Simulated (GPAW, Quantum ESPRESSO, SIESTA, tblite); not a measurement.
**SIESTA on twisted graphene bilayer, 50.57° (148 atoms): settings against a plane-wave reference**

Wanted: SIESTA inputs and outputs for twisted graphene bilayer, 50.57° (148 atoms), checked against a plane-wave reference.

Program: SIESTA 5.4.2. Level of theory: the method is named at each step. Results are calculated unless marked as measured.

### 1. The structure

The cell holds 148 atoms: 148 C. Its edges and angles: a = 14.964 Å, b = 14.964 Å, c = 15.530 Å, α = 90.0°, β = 90.0°, γ = 120.0°. It derives from C (graphene). Graphene (a = 2.46 Å) under graphene (a = 2.46 Å), bilayer, commensurate cell of 37 unit cells a layer, twist 50.57 deg; facing planes 3.53 Å apart as built; 12 Å of vacuum; minimised with a classical potential. Then every atom was moved at random, 0.05 Å r.m.s. a Cartesian component. Regions: layer 1, 74 atoms (74 C); layer 2, 74 atoms (74 C). Vacuum lies along c.

The yardstick, on the same geometry:

- method: Kohn-Sham DFT, PBE, SSSP efficiency 1.3.0 pseudopotentials, plane waves (Quantum ESPRESSO 7.5); sssp-pbe-1.3.0-efficiency, cutoffs 45/360 Ry, Γ point
- r.m.s. force component: 3.502 eV/Å
- longest force: 19.08 eV/Å
- time: 4.2 min on 8 MPI ranks of Arm Neoverse V2, shared host
- CPU time: 34 min

### 2. PBE, DZP, shift 0.01 Ry, mesh 300 Ry

Method: Kohn-Sham DFT, PBE, PseudoDojo 0.4.1 norm-conserving pseudopotentials (converted to PSML), numerical atomic orbitals (DZP), diagonalisation.

The .psml files are PseudoDojo norm-conserving potentials that we converted to this format, checked against plane waves on the same files for H, C, O, Si, Ge and Ca alone.

input.fdf

```
SystemLabel cell
NumberOfAtoms 148
NumberOfSpecies 1
%block ChemicalSpeciesLabel
  1 6 C
%endblock ChemicalSpeciesLabel
LatticeConstant 1.0 Ang
%block LatticeVectors
  14.96360 0.00000 0.00000
  -7.48180 12.95886 0.00000
  0.00000 0.00000 15.53000
%endblock LatticeVectors
PAO.BasisSize DZP
PAO.EnergyShift 0.01 Ry
XC.Functional GGA
XC.Authors PBE
MeshCutoff 300 Ry
%block kgrid_Monkhorst_Pack
  1 0 0 0.0
  0 1 0 0.0
  0 0 1 0.0
%endblock kgrid_Monkhorst_Pack
SolutionMethod diagon
OccupationFunction FD
ElectronicTemperature 580 K
SCF.Mixer.Method Pulay
SCF.Mixer.Weight 0.05
SCF.Mixer.History 8
SCF.Mix Hamiltonian
MaxSCFIterations 300
SCF.DM.Tolerance 1e-04
SCF.H.Tolerance 1.0e-3 eV
WriteForces T
Write.HirshfeldPop T
Write.VoronoiPop T
Write.DM F
Write.H F
XML.Write F
AtomicCoordinatesFormat Fractional
%block AtomicCoordinatesAndAtomicSpecies
  0.12056 0.82511 0.39273 1
  0.12522 0.73509 0.38470 1
  0.20177 0.01517 0.39327 1
  0.21086 0.93311 0.39017 1
  0.14466 0.56390 0.39271 1
  0.15024 0.46862 0.38893 1
  0.22319 0.74824 0.39013 1
  0.23190 0.65843 0.38995 1
  0.30687 0.93163 0.39572 1
  0.31422 0.84896 0.39714 1
  0.09091 0.09513 0.38843 1
  0.09726 0.00603 0.38543 1
  0.17304 0.29116 0.39586 1
  0.18055 0.20397 0.39195 1
  0.26101 0.48690 0.38703 1
  0.26051 0.38396 0.39384 1
  0.33074 0.66625 0.38829 1
  0.34208 0.57665 0.39359 1
  0.41446 0.85464 0.39582 1
  0.42556 0.76327 0.39202 1
  0.50078 0.04913 0.38917 1
  0.49952 0.95093 0.39069 1
  0.27964 0.20391 0.39111 1
  0.29270 0.12143 0.38835 1
  0.35479 0.39671 0.39000 1
  0.36896 0.30843 0.38879 1
  0.43516 0.57478 0.39862 1
  0.45085 0.50311 0.39454 1
  0.51239 0.77196 0.38592 1
  0.52595 0.68643 0.38768 1
  0.60246 0.96259 0.38703 1
  0.61247 0.88108 0.39243 1
  0.38341 0.12497 0.38923 1
  0.39466 0.03422 0.38817 1
  0.46457 0.31482 0.39577 1
  0.47687 0.22891 0.39104 1
  0.55002 0.50895 0.39283 1
  0.56021 0.41715 0.39012 1
  0.63532 0.69459 0.38929 1
  0.63860 0.60041 0.39451 1
  0.71269 0.88058 0.38672 1
  0.72685 0.79441 0.38996 1
  0.79071 0.07227 0.38760 1
  0.79978 0.98446 0.39215 1
  0.57850 0.24098 0.38349 1
  0.58777 0.14600 0.38827 1
  0.65439 0.42343 0.38678 1
  0.67218 0.33532 0.38767 1
  0.73720 0.60773 0.39205 1
  0.74394 0.52026 0.38482 1
  0.81949 0.80036 0.38982 1
  0.82782 0.70711 0.39501 1
  0.89934 0.99388 0.38842 1
  0.91641 0.90387 0.38571 1
  0.68252 0.14977 0.39330 1
  0.69327 0.06533 0.39093 1
[... 88 atom lines left out ...]
  0.95606 0.51258 0.61348 1
  0.96504 0.60400 0.60800 1
  0.99103 0.80033 0.60837 1
  0.98347 0.89228 0.61340 1
%endblock AtomicCoordinatesAndAtomicSpecies
```

Launch:

```
OMP_NUM_THREADS=1 mpirun -np 4 siesta < input.fdf > output.txt
```

What it wrote:

```text
Version         : 5.4.2
reinit: System Name:
reinit: System Label: cell
initatom: Reading input for the pseudopotentials and atomic orbitals ----------
Species number:   1 Atomic number:    6 Label: C
Ground state valence configuration (from tables):   2s02  2p02  3d00  4f00
---- Processing specs for species: C
GGA--PBE XC_GGA_X_PBE--XC_GGA_C_PBE pb
C pseudopotential only contains V_ls up to l=1 -- lmxkb reset.
Using PAO.SplitTailNorm
%block ChemicalSpeciesLabel
    1    6 C                       # Species index, atomic number, species label
%endblock ChemicalSpeciesLabel
%block PAO.Basis                 # Define Basis set
C                     2                    # Species label, number of l-shells
 n=2   0   2                         # n, l, Nzeta
   4.484      3.048
   1.000      1.000
 n=2   1   2 P   1                   # n, l, Nzeta, Polarization, NzetaPol
   5.436      3.692
   1.000      1.000
%endblock PAO.Basis
coor:   Atomic-coordinates input format  =     Fractional
siesta: System type = slab
initatomlists: Number of atoms, orbitals, and projectors:    148  1924  1184
siesta: ******************** Simulation parameters ****************************
Total number of electrons:   592.000000
Total ionic charge:   592.000000
 Kpoints in:            1 . Kpoints trimmed:            1
siesta: k-grid: Number of k-points = 1
siesta: k-points from Monkhorst-Pack grid
siesta: k-cutoff (effective) =     7.482 Ang
siesta: k-point supercell and displacements
siesta: k-grid:     1     0     0      0.000
siesta: k-grid:     0     1     0      0.000
siesta: k-grid:     0     0     1      0.000
                     ====================================
                        Single-point calculation
                     ====================================
outcell: Unit cell vectors (Ang):
       14.963600    0.000000    0.000000
       -7.481800   12.958860    0.000000
        0.000000    0.000000   15.530000
outcell: Cell vector modules (Ang)   :   14.963600   14.963602   15.530000
outcell: Cell angles (23,13,12) (deg):     90.0000     90.0000    120.0000
outcell: Cell volume (Ang**3)        :   3011.4409
new_DM -- step:     1
Initializing Density Matrix...
Attempting to read DM from file... Failed...
DM filled with atomic data:
InitMesh: MESH = 144 x 144 x 162 = 3359232
InitMesh: Mesh cutoff (required, used) =   300.000   300.739 Ry
stepf: Fermi-Dirac step function
        iscf     Eharris(eV)        E_KS(eV)     FreeEng(eV)     dDmax    Ef(eV) dHmax(eV)
   scf:    1   -24050.975268   -24173.282687   -24173.282687  1.875553 -5.651522  5.174230
   scf:    2   -24177.038382   -24175.184732   -24175.184732  0.008617 -5.546277  4.613073
   scf:    3   -24188.333492   -24184.092039   -24184.092039  0.092161 -4.440322  1.893241
   scf:    4   -24185.948250   -24185.234918   -24185.234918  0.012926 -4.310638  0.723148
   scf:    5   -24185.479461   -24185.375096   -24185.375096  0.010850 -4.177398  0.433416
   scf:    6   -24185.487081   -24185.453707   -24185.453707  0.007095 -4.234845  0.117977
   scf:    7   -24185.482469   -24185.470597   -24185.470597  0.002623 -4.218414  0.046601
   scf:    8   -24185.466587   -24185.468743   -24185.468743  0.001117 -4.233691  0.028373
   scf:    9   -24185.474688   -24185.472391   -24185.472391  0.002125 -4.222072  0.042056
   scf:   10   -24185.472989   -24185.472759   -24185.472759  0.000878 -4.239314  0.013380
   scf:   11   -24185.472826   -24185.472806   -24185.472806  0.000251 -4.245622  0.005145
   scf:   12   -24185.472838   -24185.472824   -24185.472824  0.000053 -4.247028  0.002583
   scf:   13   -24185.472859   -24185.472844   -24185.472844  0.000085 -4.247636  0.001409
   scf:   14   -24185.472846   -24185.472845   -24185.472845  0.000007 -4.247679  0.001239
   scf:   15   -24185.472848   -24185.472847   -24185.472847  0.000022 -4.247792  0.000522
SCF Convergence by DM+H criterion
max |DM_out - DM_in|         :     0.0000215558
max |H_out - H_in|      (eV) :     0.0005219196
SCF cycle converged after 15 iterations
Using DM_out to compute the final energy and forces
siesta: E_KS(eV) =           -24185.4728
siesta: E_KS - E_eggbox =    -24185.4728
siesta: Atomic forces (eV/Ang):
     1   -4.000551    2.882759   -1.010805
     2    0.236367   -0.700800    1.183061
     3   -5.416209    5.402101   -1.235005
     4    3.609440   -7.904352    0.790608
     5   -0.237928   -4.808015   -0.468151
     6    2.679839    4.279904    0.068008
     7    1.552397    0.514820    0.095669
     8    2.033878    1.681533   -0.093448
     9   -4.105001    7.809079   -0.984162
    10    4.438097   -6.458748   -0.364931
    11    0.714359    4.579668    0.175749
    12    3.361502    1.315878    1.042020
[...]
144    3.371409   -1.437284   -0.462323
   145    4.864666   -8.254878   -1.664700
   146   -2.934836    5.244703    0.555495
   147   -8.170643   -0.244592    1.408615
   148    6.030979    5.513458    0.115559
----------------------------------------
   Tot    0.010094   -0.013167    0.000061
----------------------------------------
   Max   17.237477
   Res    3.924163    sqrt( Sum f_i^2 / 3N )
----------------------------------------
   Max   17.237477    constrained
Stress tensor Voigt[x,y,z,yz,xz,xy] (kbar):     -115.25     -103.47       -2.08       -0.97       -0.11        6.33
(Free)E + p*V (eV/cell)   -24047.1309
Target enthalpy (eV/cell)   -24185.4728
siesta: Program's energy decomposition (eV):
siesta: Ebs     =     -7943.142412
siesta: Eions   =     41759.934273
siesta: Ena     =     10986.339300
siesta: Ekin    =     16659.219882
siesta: Enl     =      -840.370535
siesta: DEna    =      -624.082496
siesta: DUscf   =        45.067306
siesta: Ex      =     -7895.758606
siesta: Ec      =      -755.953425
siesta: Exc     =     -8651.712031
siesta: Eharris =    -24185.472848
siesta: Etot    =    -24185.472847
siesta: FreeEng =    -24185.472847
siesta: Final energy (eV):
siesta:  Band Struct. =   -7943.142412
siesta:       Kinetic =   16659.219882
siesta:       Hartree =   83255.413084
siesta:         Exch. =   -7895.758606
siesta:         Corr. =    -755.953425
siesta:   Exch.-corr. =   -8651.712031
siesta:  Ion-electron = -181642.195842
siesta:       Ion-ion =   66193.802060
siesta:         Total =  -24185.472847
siesta:         Fermi =      -4.247792
siesta: Stress tensor (static) (eV/Ang**3):
siesta:    -0.071935    0.003949   -0.000070
siesta:     0.003949   -0.064581   -0.000603
siesta:    -0.000070   -0.000603   -0.001301
siesta: Cell volume =       3011.440897 Ang**3
siesta: Pressure (static):
siesta:                Solid            Molecule  Units
siesta:           0.00050034          0.00102230  Ry/Bohr**3
siesta:           0.04593878          0.09386326  eV/Ang**3
siesta:          73.60204142        150.38552650  kBar
    Orbital volume contribution        =          56.195937 eV
    (Free)E + p_basis*V_orbitals       =      -24129.276910 eV
    (Free)Eharris+ p_basis*V_orbitals  =      -24129.276911 eV
siesta: Electric dipole (a.u.)  =   -0.000000    0.000000   -0.009377
siesta: Electric dipole (Debye) =   -0.000000    0.000000   -0.023834
Hirshfeld Atomic Populations:
Atom #   charge [q] valence [e]  Species
     1     0.000668    3.999332  C
     2     0.000021    3.999979  C
     3     0.001798    3.998202  C
     4    -0.001110    4.001110  C
     5     0.004472    3.995528  C
     6     0.003570    3.996430  C
     7     0.004232    3.995768  C
     8    -0.003932    4.003932  C
     9    -0.004912    4.004912  C
    10    -0.002882    4.002882  C
    11    -0.004275    4.004275  C
    12     0.005742    3.994258  C
[...]
--------------------
 Total    -0.000055
Voronoi Atomic Populations:
Atom #   charge [q] valence [e]  Species
[...]
144     0.000851    3.999149  C
   145    -0.006695    4.006695  C
   146    -0.006203    4.006203  C
   147     0.003949    3.996051  C
   148     0.005989    3.994011  C
--------------------
 Total    -0.000055
```

Wall time 86 s (4 MPI ranks of Arm Neoverse V2, shared host); peak memory 2.1 GiB; 5.7 min of CPU time.

Banners, paths, timers and routine set-up lines are dropped from the logs unmarked, and long logs keep their key lines alone; longer cuts are marked.

Compared with the plane-wave run:

| Quantity | Value |
| --- | --- |
| r.m.s. force component | 3.924 eV/Å |
| r.m.s. difference of force components | 462 meV/Å |
| longest difference of force vectors | 2447 meV/Å |
| force difference over r.m.s. force | 13.19 % |
| slope of forces against the reference's | 1.119 |
| correlation of force components | 0.9987 |

A closer look about C122, which bears the longest force: 12 atoms, nearest first, numbered in the order of the input, with positions taken from that point.

```csv
atom,x,y,z,distance (Å),bonds,Hirshfeld charge (e),Fx,Fy,Fz (eV/Å)
C122,0.00,0.00,0.00,0.00,3,-0.01,-13.09,-17.06,-0.30
C89,0.68,0.97,-0.01,1.18,3,-0.01,9.88,17.24,0.38
C121,0.51,-1.37,-0.05,1.46,3,0.02,0.95,-1.88,-0.26
C99,-1.49,0.05,-0.03,1.49,3,0.01,0.82,-3.96,0.37
C82,2.10,0.87,0.10,2.27,3,0.01,0.04,5.14,-0.93
C90,0.07,2.35,-0.06,2.36,3,0.01,-3.49,-5.95,0.81
C100,-2.16,1.23,-0.04,2.48,3,-0.01,-1.91,0.56,-0.01
C112,1.96,-1.53,-0.12,2.49,3,0.00,-2.36,1.44,1.50
C134,-2.32,-1.17,0.00,2.60,3,0.00,2.54,1.25,-0.71
C124,-0.34,-2.63,-0.07,2.65,3,-0.01,-1.87,7.11,0.57
C81,2.70,-0.32,0.03,2.72,3,0.00,1.39,-3.28,-0.98
C97,-1.41,2.36,0.01,2.75,3,0.00,4.85,3.94,-0.54
```

Forces lie 13 % from the reference's, at 0.17 times its CPU time (on 4 against 8 cores).

### 3. PBE, DZP, shift 0.02 Ry, mesh 300 Ry

Method: Kohn-Sham DFT, PBE, PseudoDojo 0.4.1 norm-conserving pseudopotentials (converted to PSML), numerical atomic orbitals (DZP), diagonalisation.

Edit input.fdf of step 2 so:

```diff
@@ -13,3 +13,3 @@
 PAO.BasisSize DZP
-PAO.EnergyShift 0.01 Ry
+PAO.EnergyShift 0.02 Ry
 XC.Functional GGA
```

What it wrote:

```text
Version         : 5.4.2
reinit: System Name:
reinit: System Label: cell
initatom: Reading input for the pseudopotentials and atomic orbitals ----------
Species number:   1 Atomic number:    6 Label: C
Ground state valence configuration (from tables):   2s02  2p02  3d00  4f00
---- Processing specs for species: C
GGA--PBE XC_GGA_X_PBE--XC_GGA_C_PBE pb
[... lines left out ...]
        iscf     Eharris(eV)        E_KS(eV)     FreeEng(eV)     dDmax    Ef(eV) dHmax(eV)
[... lines left out ...]
SCF Convergence by DM+H criterion
[... lines left out ...]
SCF cycle converged after 15 iterations
[... lines left out ...]
   Max   17.137595
[... lines left out ...]
   Max   17.137595    constrained
Stress tensor Voigt[x,y,z,yz,xz,xy] (kbar):      -88.64      -77.10        7.14       -0.97       -0.10        6.10
[... lines left out ...]
siesta: FreeEng =    -24180.363016
[... lines left out ...]
siesta:         Fermi =      -3.569716
[... lines left out ...]
siesta: Pressure (static):
siesta:                Solid            Molecule  Units
siesta:           0.00035938          0.00089640  Ry/Bohr**3
siesta:           0.03299672          0.08230395  eV/Ang**3
siesta:          52.86657022        131.86546600  kBar
    Orbital volume contribution        =          41.913591 eV
    (Free)E + p_basis*V_orbitals       =      -24138.449425 eV
    (Free)Eharris+ p_basis*V_orbitals  =      -24138.449425 eV
siesta: Electric dipole (a.u.)  =    0.000000    0.000000   -0.012359
siesta: Electric dipole (Debye) =    0.000000    0.000000   -0.031413
Hirshfeld Atomic Populations:
Atom #   charge [q] valence [e]  Species
     1    -0.000815    4.000815  C
     2     0.000261    3.999739  C
     3     0.001380    3.998620  C
[...]
--------------------
 Total    -0.000107
Voronoi Atomic Populations:
Atom #   charge [q] valence [e]  Species
[...]
147     0.004371    3.995629  C
   148     0.002126    3.997874  C
--------------------
 Total    -0.000107
```

It took 62 s on 4 MPI ranks; peak memory 1.9 GiB.

Against the reference:

| Item | Value |
| --- | --- |
| r.m.s. force component | 3.896 eV/Å |
| r.m.s. difference of force components | 428.2 meV/Å |
| longest difference of force vectors | 2346 meV/Å |
| force difference over r.m.s. force | 12.23 % |
| slope of forces against the reference's | 1.111 |
| correlation of force components | 0.999 |

Against the first run (13 %), the force difference from the reference is 12 %, at 0.73 times the CPU time: tighter orbitals come nearer here, likely by a cancellation of errors.

### 4. PBE, SZ, shift 0.01 Ry, mesh 300 Ry

Method: Kohn-Sham DFT, PBE, PseudoDojo 0.4.1 norm-conserving pseudopotentials (converted to PSML), numerical atomic orbitals (SZ), diagonalisation.

Edit input.fdf of step 3 so:

```diff
@@ -12,4 +12,4 @@
 %endblock LatticeVectors
-PAO.BasisSize DZP
-PAO.EnergyShift 0.02 Ry
+PAO.BasisSize SZ
+PAO.EnergyShift 0.01 Ry
 XC.Functional GGA
```

Launch:

```
OMP_NUM_THREADS=1 siesta < input.fdf > output.txt
```

What it wrote:

```text
Version         : 5.4.2
reinit: System Name:
reinit: System Label: cell
initatom: Reading input for the pseudopotentials and atomic orbitals ----------
Species number:   1 Atomic number:    6 Label: C
Ground state valence configuration (from tables):   2s02  2p02  3d00  4f00
---- Processing specs for species: C
GGA--PBE XC_GGA_X_PBE--XC_GGA_C_PBE pb
[... lines left out ...]
        iscf     Eharris(eV)        E_KS(eV)     FreeEng(eV)     dDmax    Ef(eV) dHmax(eV)
[... lines left out ...]
SCF Convergence by DM+H criterion
[... lines left out ...]
SCF cycle converged after 11 iterations
[... lines left out ...]
   Max   20.678573
[... lines left out ...]
   Max   20.678573    constrained
Stress tensor Voigt[x,y,z,yz,xz,xy] (kbar):     -266.92     -248.90        6.76       -1.25       -0.18       12.66
[... lines left out ...]
siesta: FreeEng =    -23966.415576
[... lines left out ...]
siesta:         Fermi =      -6.521608
[... lines left out ...]
siesta: Pressure (static):
siesta:                Solid            Molecule  Units
siesta:           0.00115350          0.00183315  Ry/Bohr**3
siesta:           0.10590926          0.16831183  eV/Ang**3
siesta:         169.68533767        269.66527894  kBar
    Orbital volume contribution        =          28.759573 eV
    (Free)E + p_basis*V_orbitals       =      -23937.656003 eV
    (Free)Eharris+ p_basis*V_orbitals  =      -23937.656006 eV
siesta: Electric dipole (a.u.)  =   -0.000000    0.000000   -0.012170
siesta: Electric dipole (Debye) =   -0.000000    0.000000   -0.030934
Hirshfeld Atomic Populations:
Atom #   charge [q] valence [e]  Species
     1     0.002750    3.997250  C
     2     0.000712    3.999288  C
     3     0.000466    3.999534  C
[...]
--------------------
 Total    -0.000031
Voronoi Atomic Populations:
Atom #   charge [q] valence [e]  Species
[...]
147     0.005086    3.994914  C
   148     0.009359    3.990641  C
--------------------
 Total    -0.000031
```

It took 61 s on 1 thread; peak memory 0.81 GiB.

Numbers from this run, and their distance from the reference:

| Item | Value |
| --- | --- |
| r.m.s. force component | 4.764 eV/Å |
| r.m.s. difference of force components | 1381 meV/Å |
| longest difference of force vectors | 6147 meV/Å |
| force difference over r.m.s. force | 39.44 % |
| slope of forces against the reference's | 1.348 |
| correlation of force components | 0.9906 |

This is a coarse setting, run to see what it loses.

Against the first run (13 %), the force difference from the reference is 39 %, at 0.18 times the CPU time (on 1 against 4 cores), with 592 basis functions against 1924: the smaller basis costs accuracy.

(Part 1 of 2 ends here.)

[Also dropped from logs without a mark: logging warnings of Python, and SIESTA's first energy breakdown and zero terms.]

[Logs are printed without paths, hosts, clocks, repeated set-up lines and the standing remarks that a program may print on its own settings, such as how far it seeks lower states.]

[Hosts, paths, dates, database ids (printed as entryN), source tags and the programs' standing remarks are cut or masked in the printed files.]
